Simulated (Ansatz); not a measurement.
# Mg2C (model cell, started as cuprite): following an unstable mode

Which phase does Mg2C (model cell, started as cuprite) fall into along its unstable mode, and how much energy does it gain?

Method: DFT PBE, scalar-relativistic, plane waves, PAW, in Ansatz 0.2.0.

The structure was built from a prototype and need not be the compound's stable phase.

**1. Starting point**

The structure is cubic, space group Pn-3m (No. 224). The conventional cell has a = 4.839 Å, b = 4.839 Å, c = 4.839 Å, α = 90.00°, β = 90.00°, γ = 90.00°. C has 4 Mg at 2.10 Å nearest. Nearest to Mg lie 2 C at 2.10 Å. Farther neighbours are not listed.

**2. Phonons on a q mesh**

The cell comes from relaxations at this level that are not shown. Stability and thermal properties need the whole zone. Linear response on a 2×2×2 q mesh gives force constants as far as a supercell of that size would.

input.yaml reads:

```yaml
crystal:
  lattice:
    - [4.8390002607, 0.0, 0.0]
    - [0.0, 4.8390002607, 0.0]
    - [0.0, 0.0, 4.8390002607]
  atoms:
    - { symbol: C, position: [0.0, 0.0, 0.0] }
    - { symbol: C, position: [0.5, 0.5, 0.5] }
    - { symbol: Mg, position: [0.25, 0.25, 0.25] }
    - { symbol: Mg, position: [0.75, 0.75, 0.25] }
    - { symbol: Mg, position: [0.75, 0.25, 0.75] }
    - { symbol: Mg, position: [0.25, 0.75, 0.75] }
kpoints:
  mp_grid: { grid: [6, 6, 6] }
hamiltonian:
  xc: pbe
scf:
  occupations: { method: methfessel_paxton, width: 0.15 }
output:
  eigenvalues: true
phonons:
  method: dfpt
  qmesh: [2, 2, 2]
  temperatures: { t_max: 1000, t_step: 50 }
  qpath:
    path:
      - [[0.0, 0.0, 0.0], [0.0, 0.5, 0.0], [0.5, 0.5, 0.0], [0.0, 0.0, 0.0], [0.5, 0.5, 0.5], [0.0, 0.5, 0.0]]
      - [[0.5, 0.5, 0.5], [0.5, 0.5, 0.0]]
    npoints: 10
```

Started as:

```
ansatz run input.yaml --threads 8 --pin off --max-ram 14336MiB --backend cpu --events-out ev --progress --plain --runs-dir out
```

Numbers of over 12 decimals in the logs are rounded to 6 here.

The log of the run:

```text
Warning: phonons: the dynamical matrix that this run interpolates holds no multipole term above the dipole-dipole one, and a site of this crystal is no centre of inversion, so its interpolated transverse optical and acoustic branches and sound speeds can stay off near Gamma, and the density of states and the thermodynamics with them. What a run solves at a wave vector of phonons.qpoints, Gamma apart, where the deck admits one, is free of this, and under fd what a larger phonons.supercell samples
Engine: ansatz 0.2.0, aarch64-unknown-linux-gnu
Pseudopotentials: kind: paw
Pseudopotential: C, paw, valence charge 4, recommended cutoff 420 eV (normal), C.paw.azcp
Pseudopotential: Mg, paw, valence charge 10, recommended cutoff 420 eV (normal), Mg.paw.azcp
Functional definition: PBE
  parameter kappa = 0.804
  parameter beta = 0.066725
  exchange = pbe_x(kappa = kappa, mu = beta*pi^2/3)
  correlation = pbe_c(beta = beta)
Crystal: 6 atoms, lattice volume = 113.310 Å³
Basis set: ecut = 420 eV, 2205 PW (Γ), exchange–correlation on 72×72×72 points (8 copies of the dense FFT grid, shifted against one another)
Bands: 30, of which v1, the nominal top of the filled ones, is band 24 counted from 1 (23 counted from 0)
Symmetry: 48 space group operations
k-points: 20 of 216
Non-local potential: C, projectors of the file, l = 0: 2, l = 1: 2, l = 2: 1
Non-local potential: Mg, projectors of the file, l = 0: 3, l = 1: 2, l = 2: 1
PAW form: soft (Blöchl's): semilocal exchange-correlation on the pseudo side does not see the compensation charge
PAW one-centre angular grid: C, 110 points (default); XC on 64 Gauss nodes
PAW one-centre angular grid: Mg, 110 points (default); XC on 64 Gauss nodes
Initial density: superposition of atomic densities (neutral atoms: chi_scale 0, normalization atom), corrected by the library's trained network
Initial wavefunctions: pseudopotential atomic-orbital guess
Functional: x = pbe(κ = 0.804, μ = 0.219515), c = pbe(β = 0.066725)
SCF iter   1: F=—  HF=-8193.225032 eV  |F-HF|=—  |Δ(HF+E_count)|=         —  Δρ=3.14e-3  dr2=2.16e-2  ethr=1.77e-3  ⟨swp⟩=5.9  Hψ=2698  notcnv=0
preconditioner: auto → Resta (q_TF=auto, 2.364 Å⁻¹)  ε∞=5.3  [insulator: Δε(μ)=0.747 eV  Ē_g=6.692 eV  σ=0.150 eV  W_gap=0.58  n_scr=26 (ndim 8)  ℏωp=14.0 eV  f_vac=0.000  D(μ)=0.52/eV (n_scr^D=0)  ε∞_Penn≈5.3]
SCF iter   2: F=—  HF=-8193.222003 eV  |F-HF|=—  |Δ(HF+E_count)|=   3.03e-3  S|Δr|=    0.00e0  Δρ=1.29e-3  dr2=3.86e-3  ethr=4.50e-5  ⟨swp⟩=1.2  Hψ=781  notcnv=0  defer=1
SCF iter   3: F=—  HF=-8193.221439 eV  |F-HF|=—  |Δ(HF+E_count)|=   5.65e-4  S|Δr|=    0.00e0  Δρ=2.35e-4  dr2=7.76e-5  ethr=8.04e-6  ⟨swp⟩=2.0  Hψ=700  notcnv=0  defer=1
SCF iter   4: F=—  HF=-8193.221426 eV  |F-HF|=—  |Δ(HF+E_count)|=   1.24e-5  S|Δr|=    0.00e0  Δρ=4.09e-5  dr2=2.46e-6  ethr=1.62e-7  ⟨swp⟩=2.0  Hψ=694  notcnv=0  defer=1
SCF iter   5: F=—  HF=-8193.221426 eV  |F-HF|=—  |Δ(HF+E_count)|=   2.20e-7  S|Δr|=    0.00e0  Δρ=8.17e-6  dr2=5.86e-8  ethr=5.12e-9  ⟨swp⟩=2.0  Hψ=683  notcnv=0  defer=1
SCF iter   6: F=—  HF=-8193.221426 eV  |F-HF|=—  |Δ(HF+E_count)|=   6.70e-8  S|Δr|=    0.00e0  Δρ=1.36e-6  dr2=1.66e-9  ethr=1.22e-10  ⟨swp⟩=2.0  Hψ=726  notcnv=0  defer=1
SCF iter   7: F=—  HF=-8193.221426 eV  |F-HF|=—  |Δ(HF+E_count)|=   1.53e-9  S|Δr|=    0.00e0  Δρ=5.39e-7  dr2=1.60e-10  ethr=3.46e-12  ⟨swp⟩=2.0  Hψ=1047  notcnv=0  defer=1
SCF iter   8: F=—  HF=-8193.221426 eV  |F-HF|=—  |Δ(HF+E_count)|=  5.46e-12  S|Δr|=    0.00e0  Δρ=1.05e-7  dr2=1.02e-11  ethr=1.00e-12  ⟨swp⟩=2.0  Hψ=930  notcnv=0  defer=1
SCF iter   9: F=-8193.221426 eV  HF=-8193.221426 eV  |F-HF|=1.82e-12  |Δ(HF+E_count)|=  1.09e-11  S|Δr|=    0.00e0  Δρ=1.51e-8  dr2=1.52e-13  ethr=1.00e-12  ⟨swp⟩=8.8  Hψ=2723  notcnv=0
SCF 1 converged in 9 iterations: F = -8193.221426 eV  dr2 = 1.52e-13
  greatest PAW one-centre occupation: 1.000 electrons in one spin orbital (limit 2), on the Mg atom at site 5 (counted from 0), in its partial waves of l = 0
Initial density: read from a saved state, or passed on in memory by an earlier SCF of this step, an earlier step, the calling program or the single point that the run made first
iter 1 solved again at ethr=2.28e-9 eV; its pass at ethr=3.10e-3 eV (dr2=1.09e-6 eV) is discarded
SCF iter   1: F=—  HF=-8193.221426 eV  |F-HF|=—  |Δ(HF+E_count)|=         —  Δρ=1.26e-7  dr2=1.62e-11  ethr=2.28e-9  ⟨swp⟩=4.1  Hψ=4597  notcnv=0
preconditioner: auto → Resta (q_TF=auto, 2.364 Å⁻¹)  ε∞=5.4  [insulator: Δε(μ)=0.734 eV  Ē_g=6.662 eV  σ=0.150 eV  W_gap=0.58  n_scr=26 (ndim 8)  ℏωp=14.0 eV  f_vac=0.000  D(μ)=0.51/eV (n_scr^D=0)  ε∞_Penn≈5.4]
SCF iter   2: F=-8193.221426 eV  HF=-8193.221426 eV  |F-HF|=3.64e-12  |Δ(HF+E_count)|=   6.86e-8  S|Δr|=    0.00e0  Δρ=6.01e-8  dr2=4.20e-12  ethr=1.00e-12  ⟨swp⟩=3.4  Hψ=2285  notcnv=0
SCF 2 converged in 2 iterations: F = -8193.221426 eV  dr2 = 4.20e-12
k-points: 40 of 216 (irreducible under 8 space group operations, time reversal used)
iter 1 solved again at ethr=6.98e-10 eV; its pass at ethr=3.10e-3 eV (dr2=3.35e-7 eV) is discarded
SCF iter   1: F=—  HF=-8193.222385 eV  |F-HF|=—  |Δ(HF+E_count)|=         —  Δρ=1.24e-5  dr2=3.40e-7  ethr=6.98e-10  ⟨swp⟩=4.0  Hψ=8575  notcnv=0  defer=154
preconditioner: auto → Resta (q_TF=auto, 2.364 Å⁻¹)  ε∞=5.4  [insulator: Δε(μ)=0.000 eV  Ē_g=6.665 eV  n_scr=26 (ndim 8)  ℏωp=14.0 eV  f_vac=0.000  ε∞_Penn≈5.4]
SCF iter   2: F=—  HF=-8193.222385 eV  |F-HF|=—  |Δ(HF+E_count)|=   7.04e-8  Δρ=2.02e-6  dr2=3.00e-9  ethr=6.98e-10  ⟨swp⟩=2.0  Hψ=1432  notcnv=0  defer=154
SCF iter   3: F=—  HF=-8193.222385 eV  |F-HF|=—  |Δ(HF+E_count)|=   1.31e-9  Δρ=1.05e-6  dr2=1.19e-9  ethr=1.00e-12  ⟨swp⟩=8.3  Hψ=4341  notcnv=0
SCF iter   4: F=—  HF=-8193.222385 eV  |F-HF|=—  |Δ(HF+E_count)|=  1.27e-10  Δρ=3.88e-7  dr2=1.81e-10  ethr=2.48e-12  ⟨swp⟩=1.1  Hψ=1130  notcnv=0
SCF iter   5: F=-8193.222385 eV  HF=-8193.222385 eV  |F-HF|=3.64e-12  |Δ(HF+E_count)|=  9.09e-12  Δρ=7.15e-8  dr2=8.06e-12  ethr=1.00e-12  ⟨swp⟩=2.0  Hψ=2321  notcnv=0
WARN: a fill by count may have filled part of one level: at k-index 0 the highest filled band, 4.425089 eV, and the lowest empty band, 4.425089 eV, stand 8.882e-16 eV apart, within the solve's uncertainty, 1.000e-5 eV. If they are one level, whatever splits it, however little, can move the result. A smearing (`scf.occupations.method` with a `width`) well over the split that the run's distortions make, where the deck  [...]
SCF 3 converged in 5 iterations: F = -8193.222385 eV  dr2 = 8.06e-12
  greatest PAW one-centre occupation: 1.000 electrons in one spin orbital (limit 2), on the Mg atom at site 4 (counted from 0), in its partial waves of l = 0
NSCF: frozen V_eff on 26 k-points
phonons: the run's symmetry doesn't show that the Born effective charges vanish, and it interpolates frequencies without the dipole-dipole term. In a polar insulator or semiconductor they then lack LO-TO splitting, and the branches near Gamma, sound speeds, density of states, thermodynamics and thermal conductivity can be off. Where the input admits it, phonons.dielectric: true or phonons.non_analytic_term supplies t [...]
NSCF: frozen V_eff on 20 k-points
NSCF: frozen V_eff on 68 k-points
DFPT response loops at q = (0, 0, 0) (fractional): preconditioner auto → Kerker (q_TF=auto, 2.364 Å⁻¹) (partly filled bands, converged f_vac=0.000); β = 1.00, the filter's whole step (`scf.mixing.beta` (0.50) is not read by the response loops under this deck's `scf.mixing.preconditioner`; to damp them name `kerker` or `kerker_dos`, under which they read `scf.mixing.beta`, and type it under 1.00, their step now; both keys bind the ground state too); Broyden in place of MSR1
NSCF: frozen V_eff on 224 k-points
DFPT response loops at q = (0, 0, -0.5) (fractional): mixed as the last ones told, above
NSCF: frozen V_eff on 224 k-points
DFPT response loops at q = (0, -0.5, -0.5) (fractional): mixed as the last ones told, above
NSCF: frozen V_eff on 136 k-points
DFPT response loops at q = (-0.5, -0.5, -0.5) (fractional): mixed as the last ones told, above
SCF converged after 9 iterations
Stability not checked: this state was not tested for a lower state beside it, because cold or Methfessel-Paxton smearing, or corrected tetrahedra, fill the levels in a way that the test cannot read (fill_not_monotonic; see scf.lower_state_search)
Free energy (F): -8193.221426 eV
Harris-Foulkes:  -8193.221426 eV  (|F-HF|=1.82e-12)
Internal energy: -8193.224469 eV  (E = F + TS)
E sigma→0 (E₀):  -8193.222187 eV
Entropy (-TS):   0.003043 eV (0.507 meV/atom)
Fermi energy:    4.438640 eV
Step filling:    the computed levels leave a gap of 0.0000 eV = 0.0 smearing widths at the electron count; against every level under it full and every level over it empty, smearing changes F+E_penalty+E_count by +0.959 meV and its σ→0 estimate by +0.198 meV
--- Per-component energies (eV) ---
  E_band       = -1431.435189
  E_kinetic    = 469.480663
  E_local      = -6912.312260  (includes V_loc(G=0)·N_el)
  E_nonlocal   = 436.608117
  E_hartree    = 2479.757765
  E_xc         = -208.859476
  E_vxc        = -264.411146  (∫ρ·V_xc dr)
  E_paw        = -1365.040582  (= ΣΔE_a)
  E_vpaw       = -120.316066  (= ΣTr[D̂ρ^β])
  E_aug_tail   = -0.000023  (compensation charges beyond the density's cutoff)
  E_ewald      = -3092.858673
  E_smearing   = 0.003043  (= −TS)
  E_closure    = -0.000000  (closes the sum)
  Σ components = -8193.221426   (vs F -8193.221426, Δ=0.00e0)
--- Band table (eV; the first three rows and the last of 20) ---
  k-point 0: bands = [... 20 lower, 2.7626, 3.7169, 4.4248, 4.4248, 4.4248, 5.2066, 5.2066, 10.8813, ... 2 higher]
  k-point 1: bands = [... 20 lower, 2.8711, 3.0440, 4.3227, 4.3227, 5.1589, 5.3703, 5.9322, 9.3099, ... 2 higher]
  k-point 2: bands = [... 20 lower, 3.1737, 3.1737, 4.0258, 4.0258, 5.8619, 6.1107, 6.9723, 7.8327, ... 2 higher]
  k-point 19: bands = [... 20 lower, 2.2150, 2.2828, 2.2828, 2.2828, 8.3439, 8.3439, 8.3439, 8.3877, ... 2 higher]
--- Phonons (Γ-DFPT): 2 representative perturbations + reference (Σ response iterations 6) ---
  ASR residual: 1.288e-5 → 0.000e0 eV/Å²; symmetrization residual: 4.607e-7 eV/Å²
  ASR residual per site (eV/Å²): 5.35e-6 5.35e-6 1.29e-5 1.29e-5 1.29e-5 1.29e-5
  Γ frequencies (cm⁻¹): -54.63 -54.63 -54.63 0.00 0.00 0.00 144.07 144.07 144.07 246.41 246.41 424.11 483.79 483.79 483.79 608.26 608.26 608.26
--- Phonons (arbitrary-q DFPT): 4 irreducible q on the 2×2×2 mesh ---
  q = [0.0000, 0.0000, 0.0000] (star 1, of the zone-centre solve; hermiticity 9.59e-8, symmetrization 8.30e-13): -54.63 -54.63 -54.63 -0.00 0.00 0.00 144.07 144.07 144.07 246.41 246.41 424.11 483.79 483.79 483.79 608.26 608.26 608.26
  q = [0.0000, 0.0000, -0.5000] (star 3, 4 solved perturbations in 284 linear systems a pass and spin channel, the states on 112 of 216 k-point pairs; hermiticity 1.10e-7, symmetrization 3.94e-13): 68.39 68.39 103.27 103.27 146.36 146.36 152.49 152.49 198.79 198.79 258.03 258.03 468.86 468.86 603.33 603.33 613.71 613.71
  q = [0.0000, -0.5000, -0.5000] (star 3, 4 solved perturbations in 284 linear systems a pass and spin channel, the states on 112 of 216 k-point pairs; hermiticity 9.61e-8, symmetrization 1.99e-13): -30.87 -30.87 56.46 56.46 127.36 127.36 173.62 173.62 176.63 176.63 282.75 282.75 511.14 511.14 572.31 572.31 613.12 613.12
  q = [-0.5000, -0.5000, -0.5000] (star 1, 2 solved perturbations in 108 linear systems a pass and spin channel, the states on 68 of 216 k-point pairs; hermiticity 1.15e-7, symmetrization 1.46e-13): -32.40 -32.40 82.97 82.97 82.97 85.05 85.05 85.05 232.33 232.33 232.33 430.83 485.13 485.13 485.13 626.13 626.13 626.13
  sum rule: each row above includes the acoustic sum rule's correction from the zone centre's row sums; it moved no ω² by more than (0.39 cm⁻¹)²
  mesh force constants: q→R imaginary residual 1.98e-17; ASR residual 1.288e-5 → 0.000e0 eV/Å²; symmetrization residual 9.770e-15 eV/Å²
  interpolated dispersion: 62 rows × 18 modes
  density of states and harmonic sums: on the 14×14×14 q-mesh, interpolated from the force constants of a 2×2×2 supercell (no non-analytic term)
  largest difference from the sums on the solved wave vectors: F 3.29e-1 eV, S 4.46e-4 and C_V 1.18e-4 eV/K
  zero-point energy: 0.315808 eV/cell   skipped modes (ω ≤ 0): 64, of them read as no rigid motion or as one in doubt: 61 (3.874e-1 modes/cell left out, lowest -54.63 cm⁻¹)   left out of the sums: 2.16e-2 of the cell's modes: C_V's classical limit lies that fraction below 3 k_B per atom; for a crystal, a wire or a layer, F and S can be off by more, and a phonons.interpolated_qmesh denser along its periods is the remedy for the sampling
```

The job ended after 45 s (8 threads of Arm Neoverse V1, shared host; peak memory 1.2 GiB; 5.7 min of CPU time).

The column dr2 measures how far the density is from self-consistency, as an energy; F and HF (Harris–Foulkes) agree once it is small.

This step gave:

```yaml
volume_per_atom: 18.88 Å³
gap_on_the_k_mesh: 0 eV
sum_rule_residual_before_enforcement: 1.29e-5 eV/Å²
lowest_frequency_on_the_path: -54.63 cm⁻¹
point_group: m-3m
highest_frequency_on_the_path_or_at_a_solved_wavevector: 626.1 cm⁻¹
highest_optical_mode_at_the_zone_centre_no_lo_to_term: 608.3 cm⁻¹
lowest_optical_zone_centre_mode: -54.63 cm⁻¹
lowest_mode_on_the_q_mesh_acoustic_modes_at_gamma_apart: -54.63 cm⁻¹
```

Frequencies (cm⁻¹) solved at each irreducible wavevector; negative means imaginary. Frequencies by wavevector, by row:

```
q in reciprocal lattice units  star  mode 1  mode 2  mode 3  mode 4  mode 16  mode 17  mode 18
                        0 0 0     1   -54.6   -54.6   -54.6       0    608.3    608.3    608.3
                     0 0 -0.5     3    68.4    68.4   103.3   103.3    603.3    613.7    613.7
                  0 -0.5 -0.5     3   -30.9   -30.9    56.5    56.5    572.3    613.1    613.1
               -0.5 -0.5 -0.5     1   -32.4   -32.4      83      83    626.1    626.1    626.1
```

Interpolated from a 2×2×2 q mesh. The phonon branches at the labelled points (cm⁻¹):

```
    point  branch 1  branch 2  branch 3  branch 4  branch 15  branch 16  branch 17  branch 18
        Γ       -55       -55       -55         0        484        608        608        608
  halfway        35        35        67        83        551        611        611        612
        X        68        68       103       103        603        603        614        614
  halfway        56        56        93        93        588        588        615        615
        M       -31       -31        56        56        572        572        613        613
  halfway       -38        56        67        99        552        606        613        614
        Γ       -55       -55       -55         0        484        608        608        608
  halfway        38        38        79        79        558        601        616        616
        R       -32       -32        83        83        485        626        626        626
  halfway        56        74        80        88        560        599        618        619
        X        68        68       103       103        603        603        614        614
jump to R       -32       -32        83        83        485        626        626        626
  halfway        14        58        58        78        525        610        620        620
        M       -31       -31        56        56        572        572        613        613
```

Symmetry leaves 4 wavevectors to solve. The lowest mode among them, the acoustic zeros apart, lies at Γ and is imaginary, 54.6i cm⁻¹, so the energy falls along it.

**3. The mode frozen in, largest atomic shift 0 Å**

The mode followed lies at Γ with frequency 54.6i cm⁻¹ and is 3-fold degenerate, the softest among the wavevectors solved. At small amplitude the distorted cell has space group no. 102 by a symmetry search on the positions. The undistorted cell that holds it gives the zero of energy on the same k mesh.

input.yaml, the sections that differ from step 2:

```yaml
output:
  forces: true
  stress: true
  eigenvalues: true
# crystal, kpoints, hamiltonian, scf: as in step 2
# phonons: removed
```

The log of the run:

```text
[...]
Crystal: 6 atoms, lattice volume = 113.310 Å³
Basis set: ecut = 420 eV, 2205 PW (Γ), exchange–correlation on 72×72×72 points (8 copies of the dense FFT grid, shifted against one another)
Bands: 30, of which v1, the nominal top of the filled ones, is band 24 counted from 1 (23 counted from 0)
Symmetry: 48 space group operations
[...]
k-points: 20 of 216
[...]
k-point 0: bands = [... 20 lower, 2.7626, 3.7169, 4.4248, 4.4248, 4.4248, 5.2066, 5.2066, 10.8813, ... 2 higher]
  k-point 1: bands = [... 20 lower, 2.8711, 3.0441, 4.3227, 4.3227, 5.1589, 5.3703, 5.9322, 9.3099, ... 2 higher]
  k-point 2: bands = [... 20 lower, 3.1737, 3.1737, 4.0258, 4.0258, 5.8619, 6.1107, 6.9723, 7.8327, ... 2 higher]
  k-point 19: bands = [... 20 lower, 2.2151, 2.2828, 2.2828, 2.2828, 8.3439, 8.3439, 8.3439, 8.3877, ... 2 higher]
[key lines of the parts left out:]
SCF converged after 5 iterations
Free energy (F): -8193.221426 eV
Fermi energy:    4.438649 eV
P = ⅓ Tr σ = 0.0037 GPa (0.037 kbar)
```

Run time: 1.1 s. Hardware: 8 threads; peak memory 0.45 GiB.

Numbers from this step:

```yaml
pressure: 0.003682 GPa
energy_from_the_undistorted_cell: 0 meV/atom
```

The run ends at a pressure of 0.00 GPa.

**4. The mode frozen in, largest atomic shift 0.14 Å**

The atoms are moved along the unstable eigenvector, the largest shift by 0.14 Å, with the cell fixed.

input.yaml, the sections that differ from step 3:

```yaml
crystal:
  lattice:
    - [4.8390002607, 0.0, 0.0]
    - [0.0, 4.8390002607, 0.0]
    - [0.0, 0.0, 4.8390002607]
  atoms:
    - { symbol: C, position: [0.0289315959, 0.0, 0.0] }
    - { symbol: C, position: [0.5289315959, 0.5, 0.5] }
    - { symbol: Mg, position: [0.2428513187, 0.2665675186, 0.2665675186] }
    - { symbol: Mg, position: [0.7428513187, 0.7665675186, 0.2334324814] }
    - { symbol: Mg, position: [0.7428513187, 0.2334324814, 0.7665675186] }
    - { symbol: Mg, position: [0.2428513187, 0.7334324814, 0.7334324814] }
# kpoints, hamiltonian, scf, output: as in step 3
```

The log of the run:

```text
[...]
Crystal: 6 atoms, lattice volume = 113.310 Å³
Basis set: ecut = 420 eV, 2205 PW (Γ), exchange–correlation on 72×72×72 points (8 copies of the dense FFT grid, shifted against one another)
Bands: 30, of which v1, the nominal top of the filled ones, is band 24 counted from 1 (23 counted from 0)
Symmetry: 8 space group operations
[...]
k-points: 40 of 216 (time reversal used)
[...]
k-point 0: bands = [... 20 lower, 2.7680, 3.7168, 4.4243, 4.4503, 4.4503, 5.1727, 5.2326, 10.7870, ... 2 higher]
  k-point 1: bands = [... 20 lower, 2.8641, 3.0704, 4.3170, 4.3419, 5.1773, 5.3509, 5.9492, 9.2818, ... 2 higher]
  k-point 2: bands = [... 20 lower, 3.1666, 3.1889, 4.0195, 4.0416, 5.8437, 6.1253, 6.9919, 7.8132, ... 2 higher]
  k-point 39: bands = [... 20 lower, 2.1968, 2.2522, 2.3313, 2.3313, 8.3592, 8.3592, 8.3631, 8.3701, ... 2 higher]
[key lines of the parts left out:]
SCF converged after 5 iterations
Free energy (F): -8193.226087 eV
Fermi energy:    4.453373 eV
P = ⅓ Tr σ = -0.6428 GPa (-6.428 kbar)
```

Run time: 1.6 s. Hardware: 8 threads; peak memory 0.46 GiB.

Numbers from this step:

```yaml
pressure: -0.6428 GPa
energy_from_the_undistorted_cell: -0.785 meV/atom
```

The energy, extrapolated to zero smearing, is -0.79 meV/atom against the undistorted cell.

The run ends at a pressure of -0.64 GPa, with forces up to 0.0091 eV/Å.

(Continued in part 2 of 3.)

[Logs are printed without paths, hosts, clocks, repeated set-up lines and the standing remarks that a program may print on its own settings, such as how far it seeks lower states.]

[Hosts, paths, dates, database ids (printed as entryN), source tags and the programs' standing remarks are cut or masked in the printed files.]
